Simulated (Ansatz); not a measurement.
# ZrGe (model cell, started as rocksalt type): phonons and vibrational spectra, part 3 of 3

Wanted: vibrations and spectra of ZrGe (model cell, started as rocksalt type); the cell is already relaxed. After the zone centre comes a 4×4×4 q mesh on a 16×16×16 k mesh.

Ansatz 0.2.0; DFT PBE, scalar-relativistic, plane waves, PAW.

So far. Step 2 (Modes at Γ): Before it was imposed, the acoustic sum rule was missed by 1.5e-5 eV/Å². Small misses are needed for a sound result but don't prove that mesh and cutoff are converged. The lowest optical mode is real, 241 cm⁻¹.

The structure was built from a prototype and need not be the compound's stable phase.

## (3) Phonons on a q mesh (continued)

Second derivatives of the energy by pair, one row for each kind of neighbour of each atom listed. Each entry sums the pair over the periodic images of the supercell that the q mesh stands for, and in a polar crystal it holds the long-range dipole part too. Force constants by pair, by row:

```
atom  neighbour  distance (Å)  third of the trace (eV/Å²)  along the pair's line (eV/Å²)
 Zr1     itself             0                       9.827                              –
 Zr1         Ge         2.739                      -1.402                         -3.473
 Zr1         Zr         3.874                      -0.112                        -0.5837
 Zr1         Ge         4.744                     -0.0646                        -0.2273
 Zr1         Zr         5.478                     -0.1134                        -0.3282
 Zr1         Ge         6.125                      0.0267                         0.0899
 Zr1         Zr         6.709                      0.0242                         0.0743
 Ge2     itself             0                       9.863                              –
 Ge2         Zr         2.739                      -1.402                         -3.473
 Ge2         Ge         3.874                     -0.0605                        -0.2762
 Ge2         Zr         4.744                     -0.0646                        -0.2273
 Ge2         Ge         5.478                     -0.1384                        -0.3436
 Ge2         Zr         6.125                      0.0267                         0.0899
 Ge2         Ge         6.709                      0.0195                          0.026
```

Harmonic thermodynamic functions per atom, from the density of states. Interpolated from a 4×4×4 q mesh. Thermodynamic functions, by row:

```
T (K)  F_vib (meV/atom)  S (J/mol-atom/K)  C_V (J/mol-atom/K)
    0              32.3                 0                   0
   50             31.98             2.356               5.793
  100             28.97             9.544               15.18
  200             11.89             22.64               21.74
  300             -16.6             31.84               23.43
  400             -53.3             38.68               24.07
  500            -96.29             44.09               24.38
  600            -144.4             48.55               24.55
  700            -196.7             52.34               24.65
  800            -252.7             55.64               24.72
  900            -311.9             58.56               24.77
 1000              -374             61.17                24.8
```

Harmonic mean-square displacement, third of the trace. Interpolated from a 4×4×4 q mesh. Mean square displacements, by row:

```
T (K)  Zr1 U_eq (Å²)  Ge2 U_eq (Å²)
    0        0.00132        0.00144
  100        0.00205        0.00211
  300        0.00508        0.00502
  600        0.00995        0.00977
```

Symmetry leaves 8 wavevectors to solve. The lowest mode among them, the acoustic zeros apart, lies at q = (0, 0.25, 0.25) and is real, 63.2 cm⁻¹.

## (4) Isotope substitution, element Ge, natural mass 72.63 amu

An isotope changes the mass and not the force constants, so no new electronic calculation is needed; the shifts show which modes move this element.

The same force constants with the mass of Ge changed from 72.630 to 75.921 u (phonopy, no LO-TO term). Both lists are sorted by frequency; levels can cross, so a row need not hold one and the same mode. Modes under 3 cm⁻¹ are left out. Isotope shifts, by row:

```
          q  rank  natural mass (cm⁻¹)  changed mass (cm⁻¹)
      0 0 0     4                241.2                238.3
      0 0 0     5                241.2                238.3
      0 0 0     6                241.2                238.3
   0 0 0.25     1                93.03                 92.2
   0 0 0.25     2                93.03                 92.2
   0 0 0.25     3                  122                120.9
   0 0 0.25     4                223.4                220.5
   0 0 0.25     5                223.4                220.5
   0 0 0.25     6                237.8                234.7
   0 0 -0.5     1                157.1                157.1
   0 0 -0.5     2                157.1                157.1
   0 0 -0.5     3                190.1                185.9
   0 0 -0.5     4                190.1                185.9
   0 0 -0.5     5                209.4                208.7
   0 0 -0.5     6                213.4                209.4
0 0.25 0.25     1                63.21                62.62
0 0.25 0.25     2                63.21                62.62
0 0.25 0.25     3                161.7                160.9
0 0.25 0.25     4                200.9                197.4
0 0.25 0.25     5                232.2                229.3
0 0.25 0.25     6                232.2                229.3
```

A mode of this element alone would shift by -2.19 %. The highest zone-centre frequency without the field goes from 241.2 to 238.3 cm⁻¹ (-1.2 %). The product of the frequency ratios over all optical modes at Γ is 0.964; the product rule, (m/m′)^(3k/2) (M′/M)^(3/2) with k = 1 such atoms and M the mass of the cell, gives 0.964.

## (5) Another isotope, element Zr, natural mass 91.222 amu

The same for Zr, from 91.22 to 95.91 u.

A mode of this element alone would shift by -2.47 %. The highest zone-centre frequency without the field goes from 241.2 to 238.6 cm⁻¹ (-1.1 %). The product of the frequency ratios over all optical modes at Γ is 0.968; the product rule, (m/m′)^(3k/2) (M′/M)^(3/2) with k = 1 such atoms and M the mass of the cell, gives 0.968.

## (6) Results

```
space group (within 0.01 Å)                             : Fm-3m
volume per atom                                         : 20.6 Å³
electronic character                                    : no gap on this mesh
highest optical mode at the zone centre (no LO-TO term) : 241 cm⁻¹
lowest optical zone-centre mode                         : 241 cm⁻¹
lowest mode on the q mesh (acoustic modes at Γ apart)   : 63.2 cm⁻¹
highest frequency on the path or at a solved wavevector : 241 cm⁻¹
zero-point energy per atom                              : 32.3 meV
heat capacity at 300 K                                  : 23.4 J/(mol atoms K)
vibrational entropy at 300 K                            : 31.8 J/(mol atoms K)
Debye temperature (second moment)                       : 338 K
imaginary modes on the 4×4×4 q mesh                     : none
```

In words: The structure is a minimum as far as tested: no mode is imaginary at the 8 irreducible wavevectors of the 4×4×4 mesh, and the softest away from the acoustic zeros lies at 63 cm⁻¹. The optical modes at Γ form one degenerate level at 241 cm⁻¹. With no gap, or one that is small against the smearing, the frequencies hang on the k mesh and the smearing, most of all near Kohn anomalies. The starting cell was built on a prototype and not taken from a measurement, so the phase need not exist. These are harmonic frequencies at zero temperature: anharmonic shifts, linewidths and thermal expansion are left out.

[Logs are printed without paths, hosts, clocks, repeated set-up lines and the standing remarks that a program may print on its own settings, such as how far it seeks lower states.]

[Hosts, paths, dates, database ids (printed as entryN), source tags and the programs' standing remarks are cut or masked in the printed files.]
